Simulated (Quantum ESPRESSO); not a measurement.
# GaP (F-43m): zone-centre phonons

Which modes does GaP (F-43m) have at the zone centre?

Method: DFT LDA, scalar-relativistic, plane waves, PseudoDojo norm-conserving pseudopotentials, in Quantum ESPRESSO 7.5.

**Measured values to reproduce.**

For GaP, zinc blende (literature value (Ref. 21), 300 K), “Temperature dependence of the optical phonon reflection band in GaP” (2021, arxiv:2105.06662) quotes earlier work: Raman mode (TO at Gamma) 367.3 cm⁻¹; infrared mode (TO at Gamma) 366.3 ± 0.3 cm⁻¹.

### Step 1. The structure

The structure is cubic, space group F-43m (No. 216). Conventional cell: a = 5.451 Å, b = 5.451 Å, c = 5.451 Å, α = 90.00°, β = 90.00°, γ = 90.00°. Ga has 4 P at 2.36 Å nearest. Nearest to P lie 4 Ga at 2.36 Å. Farther neighbours are not listed.

### Step 2. A first look

A cheap run with smearing and empty bands tells whether the crystal has a gap, which decides between fixed occupations and smearing later on.

Contents of probe.in:

```
&CONTROL
  calculation = 'scf'
  prefix      = 'x'
  outdir      = './tmp'
  pseudo_dir  = './pseudo'
  tprnfor     = .true.
  tstress     = .true.
  verbosity   = 'high'
/
&SYSTEM
  ibrav       = 2
  celldm(1)   = 10.29995224
  nat         = 2
  ntyp        = 2
  ecutwfc     = 88.0
  occupations = 'smearing'
  smearing    = 'gaussian'
  degauss     = 0.01
/
&ELECTRONS
  conv_thr         = 1.0d-07
  mixing_beta      = 0.7
  electron_maxstep = 100
/
ATOMIC_SPECIES
 Ga     69.7230  Ga.upf
 P      30.9738  P.upf
ATOMIC_POSITIONS crystal
 Ga     0.000000000   0.000000000   0.000000000
 P      0.250000000   0.250000000   0.250000000
K_POINTS automatic
 6 6 6 0 0 0
```

Started as:

```sh
$ OMP_NUM_THREADS=1 mpirun -n 4 pw.x -nk 4 -in probe.in > probe.out
```

The log of the run:

```text
[banners, grids, parts of the stress and lines that vanish by symmetry left out]
Program PWSCF v.7.5
     bravais-lattice index     =            2
     lattice parameter (alat)  =      10.3000  a.u.
[...]
kinetic-energy cutoff     =      88.0000  Ry
     charge density cutoff     =     352.0000  Ry
     scf convergence threshold =      1.0E-07
[...]
Exchange-correlation= SLA  PW   NOGX NOGC
                           (   1   4   0   0   0   0   0)
[...]
24 Sym. Ops. (no inversion) found
[...]
(     0          1          0      )
                  (     0          0          1      )
[...]
(  0.0000000  1.0000000  0.0000000 )
                  (  0.0000000  0.0000000  1.0000000 )
[...]
(     1          0         -1      )
                  (     0          0         -1      )
[...]
(  0.0000000  1.0000000  0.0000000 )
[...]
(    -1          0          1      )
                  (    -1          0          0      )
[...]
(  0.0000000  0.0000000  1.0000000 )
                  (  0.0000000 -1.0000000  0.0000000 )
[...]
number of k points=    16  Gaussian smearing, width (Ry)=  0.0100
[...]
End of self-consistent calculation
[...]
the Fermi energy is     8.2342 ev
!    total energy              =    -166.69661172 Ry
[...]
convergence has been achieved in   6 iterations
[...]
atom    1 type  1   force =    -0.00000000   -0.00000000    0.00000000
     atom    2 type  2   force =     0.00000000    0.00000000   -0.00000000
[...]
Total force =     0.000000     Total SCF correction =     0.000000
[...]
total   stress  (Ry/bohr**3)                   (kbar)     P=      -28.89
[...]
XML data file, charge density, pseudopotentials, collected wavefunctions

   JOB DONE.
```

Wall time 3.4 s (4 MPI ranks of Intel Xeon Platinum 8488C (Sapphire Rapids), shared host).

Read from the output:

| Property | Result |
| --- | --- |
| volume per atom | 20.24 Å³ |
| pressure | -2.889 GPa |
| gap on the k-mesh | 1.498 eV |

A gap of 1.5 eV opens on this mesh, so the crystal is taken as an insulator; the start stands at -2.9 GPa.

### Step 3. Relaxing the cell and atoms

The relaxation runs at a cutoff a fifth above that of the response, since stress converges more slowly with the basis than frequencies do. Forces and stress are brought to rest with tight thresholds.

Contents of relax.in:

```
&CONTROL
  calculation   = 'vc-relax'
  prefix        = 'x'
  outdir        = './tmp'
  pseudo_dir    = './pseudo'
  tprnfor       = .true.
  tstress       = .true.
  forc_conv_thr = 2.0d-05
  etot_conv_thr = 1.0d-07
  nstep         = 40
/
&SYSTEM
  ibrav       = 2
  celldm(1)   = 10.29995224
  nat         = 2
  ntyp        = 2
  ecutwfc     = 106
  occupations = 'fixed'
  nbnd        = 11
/
&ELECTRONS
  conv_thr         = 1.0d-11
  mixing_beta      = 0.7
  electron_maxstep = 100
/
&IONS
/
&CELL
  press_conv_thr = 0.2
/
ATOMIC_SPECIES
 Ga     69.7230  Ga.upf
 P      30.9738  P.upf
ATOMIC_POSITIONS crystal
 Ga     0.000000000   0.000000000   0.000000000
 P      0.250000000   0.250000000   0.250000000
K_POINTS automatic
 8 8 8 0 0 0
```

Started as:

```sh
$ OMP_NUM_THREADS=1 mpirun -n 4 pw.x -nk 4 -in relax.in > relax.out
```

The log of the run:

```text
[banners, grids, parts of the stress and lines that vanish by symmetry left out]
[banner, memory and clock lines left out]
Program PWSCF v.7.5

[...]
kinetic-energy cutoff     =     106.0000  Ry
     charge density cutoff     =     424.0000  Ry
     scf convergence threshold =      1.0E-11
[...]
energy convergence thresh.=      1.0E-07
     force convergence thresh. =      2.0E-05
     press convergence thresh. =      2.0E-01
     Exchange-correlation= SLA  PW   NOGX NOGC
                           (   1   4   0   0   0   0   0)
[...]
24 Sym. Ops. (no inversion) found
[...]
number of k points=    29
[...]
End of self-consistent calculation
[...]
highest occupied, lowest unoccupied level (ev):     7.3597    8.8594
!    total energy              =    -166.69776869 Ry
[...]
convergence has been achieved in  10 iterations
[...]
atom    1 type  1   force =     0.00000000    0.00000000   -0.00000000
     atom    2 type  2   force =    -0.00000000    0.00000000   -0.00000000
     Total force =     0.000000     Total SCF correction =     0.000000
[...]
total   stress  (Ry/bohr**3)                   (kbar)     P=      -29.15
[...]
number of bfgs steps    =   0
[...]
CELL_PARAMETERS (alat= 10.29995224)
[...]
ATOMIC_POSITIONS (crystal)
Ga              -0.0000000000       -0.0000000000        0.0000000000
P                0.2500000000        0.2500000000        0.2500000000
[...]
New effective cutoffs (rho, wfc):  428.08  107.04
[...]
End of self-consistent calculation
[...]
highest occupied, lowest unoccupied level (ev):     7.5563    9.0339
!    total energy              =    -166.69840898 Ry
[...]
convergence has been achieved in   7 iterations
[...]
atom    1 type  1   force =     0.00000000    0.00000000    0.00000000
     atom    2 type  2   force =    -0.00000000   -0.00000000   -0.00000000
     Total force =     0.000000     Total SCF correction =     0.000000
[...]
total   stress  (Ry/bohr**3)                   (kbar)     P=      -17.31
[...]
number of bfgs steps    =   1
[...]
CELL_PARAMETERS (alat= 10.29995224)
[...]
ATOMIC_POSITIONS (crystal)
Ga              -0.0000000000       -0.0000000000        0.0000000000
P                0.2500000000        0.2500000000        0.2500000000
[...]
New effective cutoffs (rho, wfc):  434.23  108.58
[...]
End of self-consistent calculation
[...]
highest occupied, lowest unoccupied level (ev):     7.8439    9.2789
!    total energy              =    -166.69872862 Ry
[...]
convergence has been achieved in   9 iterations
[...]
atom    1 type  1   force =    -0.00000000   -0.00000000    0.00000000
     atom    2 type  2   force =     0.00000000    0.00000000   -0.00000000
     Total force =     0.000000     Total SCF correction =     0.000000
[...]
total   stress  (Ry/bohr**3)                   (kbar)     P=        1.16
[...]
number of bfgs steps    =   2
[...]
CELL_PARAMETERS (alat= 10.29995224)
[...]
ATOMIC_POSITIONS (crystal)
[...]
New effective cutoffs (rho, wfc):  433.84  108.48
[...]
End of self-consistent calculation
[...]
highest occupied, lowest unoccupied level (ev):     7.8259    9.2636
!    total energy              =    -166.69872995 Ry
[...]
convergence has been achieved in   7 iterations
[...]
atom    1 type  1   force =     0.00000000    0.00000000    0.00000000
     atom    2 type  2   force =     0.00000000    0.00000000    0.00000000
     Total force =     0.000000     Total SCF correction =     0.000000
[...]
total   stress  (Ry/bohr**3)                   (kbar)     P=       -0.04
[...]
number of bfgs steps    =   3
[...]
small trust_radius: resetting bfgs history
[...]
CELL_PARAMETERS (alat= 10.29995224)
[...]
ATOMIC_POSITIONS (crystal)
[...]
New effective cutoffs (rho, wfc):  433.85  108.49
[...]
End of self-consistent calculation
[...]
highest occupied, lowest unoccupied level (ev):     7.8262    9.2638
!    total energy              =    -166.69872995 Ry
[...]
convergence has been achieved in   4 iterations
[...]
atom    1 type  1   force =     0.00000000    0.00000000    0.00000000
     atom    2 type  2   force =    -0.00000000   -0.00000000    0.00000000
     Total force =     0.000000     Total SCF correction =     0.000000
[...]
total   stress  (Ry/bohr**3)                   (kbar)     P=       -0.02
[...]
bfgs converged in   5 scf cycles and   4 bfgs steps
[...]
End of BFGS Geometry Optimization
     Final enthalpy           =    -166.6987299484 Ry
     File ./tmp/x.bfgs deleted, as requested
[...]
CELL_PARAMETERS (alat= 10.29995224)
[...]
ATOMIC_POSITIONS (crystal)
Ga               0.0000000000        0.0000000000       -0.0000000000
P                0.2500000000        0.2500000000        0.2500000000
[...]
Final scf calculation at the relaxed structure.
[...]
kinetic-energy cutoff     =     106.0000  Ry
     charge density cutoff     =     424.0000  Ry
     scf convergence threshold =      1.0E-13
[...]
press convergence thresh. =      2.0E-01
     Exchange-correlation= SLA  PW   NOGX NOGC
                           (   1   4   0   0   0   0   0)
[...]
24 Sym. Ops. (no inversion) found
[...]
number of k points=    29
[...]
End of self-consistent calculation
[...]
highest occupied, lowest unoccupied level (ev):     7.8262    9.2638
!    total energy              =    -166.69872460 Ry
[...]
convergence has been achieved in  12 iterations
[...]
atom    1 type  1   force =     0.00000000    0.00000000    0.00000000
     atom    2 type  2   force =     0.00000000    0.00000000    0.00000000
     Total force =     0.000000     Total SCF correction =     0.000000
[...]
total   stress  (Ry/bohr**3)                   (kbar)     P=       -0.00
[...]
XML data file, charge density, pseudopotentials, collected wavefunctions
```

Elapsed: 32 s, on 4 MPI ranks; 2.1 min of CPU time.

The steps of the relaxation:

```tsv
step	energy less that of the first step (eV)	largest force (eV/Å)	pressure (GPa)	volume (Å³)
1	0.0000	0.0000	-2.92	40.48
2	-0.0087	0.0000	-1.73	39.88
3	-0.0131	0.0000	0.12	39.04
4	-0.0131	0.0000	0.00	39.09
5	-0.0131	0.0000	0.00	39.09
6	-0.0130	0.0000	0.00	39.09
```

```tsv
conventional cell, symmetrised	before	after	change
a (Å)	5.451	5.387	-1.2 %
b (Å)	5.451	5.387	-1.2 %
c (Å)	5.451	5.387	-1.2 %
volume (Å³/atom)	20.24	19.54	-3.4 %
```

Final coordinates:

```
Ga P
1.0
    -2.69366    0.00000    2.69366
     0.00000    2.69366    2.69366
    -2.69366    2.69366    0.00000
Ga P
1 1
Direct
  0.00000 0.00000 0.00000
  0.25000 0.25000 0.25000
```

The last row of the table of steps is pw.x's closing run on a basis chosen anew for the final cell, so its energy can jump.

Numbers from this step:

* volume per atom: 19.54 Å³
* pressure: 0 GPa
* gap on the k-mesh: 1.438 eV

The volume changes by -3.4 % from the cell with which this run began.

### Step 4. Self-consistent run for the response

The response is built on this ground state, so it is converged far tighter than an energy would need. With a gap, occupations are fixed, which also allows the response to an electric field.

Contents of scf.in:

```
&CONTROL
  calculation = 'scf'
  prefix      = 'x'
  outdir      = './tmp'
  pseudo_dir  = './pseudo'
  tprnfor     = .true.
  tstress     = .true.
/
&SYSTEM
  ibrav       = 2
  celldm(1)   = 10.18056104
  nat         = 2
  ntyp        = 2
  ecutwfc     = 88.0
  occupations = 'fixed'
  nbnd        = 11
/
&ELECTRONS
  conv_thr         = 1.0d-12
  mixing_beta      = 0.7
  electron_maxstep = 100
/
ATOMIC_SPECIES
 Ga     69.7230  Ga.upf
 P      30.9738  P.upf
ATOMIC_POSITIONS crystal
 Ga     0.000000000   0.000000000   0.000000000
 P      0.250000000   0.250000000   0.250000000
K_POINTS automatic
 8 8 8 0 0 0
```

Started as:

```sh
$ OMP_NUM_THREADS=1 mpirun -n 4 pw.x -nk 4 -in scf.in > scf.out
```

The log of the run:

```text
[banners, grids, parts of the stress and lines that vanish by symmetry left out]
[banner, memory and clock lines left out]
Program PWSCF v.7.5

[...]
kinetic-energy cutoff     =      88.0000  Ry
     charge density cutoff     =     352.0000  Ry
     scf convergence threshold =      1.0E-12
[...]
Exchange-correlation= SLA  PW   NOGX NOGC
                           (   1   4   0   0   0   0   0)
[...]
24 Sym. Ops. (no inversion) found
[...]
number of k points=    29
[...]
End of self-consistent calculation
[...]
highest occupied, lowest unoccupied level (ev):     7.8262    9.2638
!    total energy              =    -166.69869906 Ry
[...]
convergence has been achieved in  11 iterations
[...]
atom    1 type  1   force =     0.00000000   -0.00000000   -0.00000000
     atom    2 type  2   force =    -0.00000000    0.00000000    0.00000000
     Total force =     0.000000     Total SCF correction =     0.000000
[...]
total   stress  (Ry/bohr**3)                   (kbar)     P=        0.01
[...]
XML data file, charge density, pseudopotentials, collected wavefunctions
```

The job ended after 6.6 s (4 MPI ranks; 26 s of CPU time).

Read from the output:

| Property | Result |
| --- | --- |
| pressure | 0.001 GPa |

The cell stands at 0.001 GPa, close enough for phonons.

(Part 1 of 2 ends here.)

[Host names and launcher messages were left out of these logs when they were recorded.]

[Logs are printed without paths, hosts, clocks, repeated set-up lines and the standing remarks that a program may print on its own settings, such as how far it seeks lower states.]

[Hosts, paths, dates, database ids (printed as entryN), source tags and the programs' standing remarks are cut or masked in the printed files.]
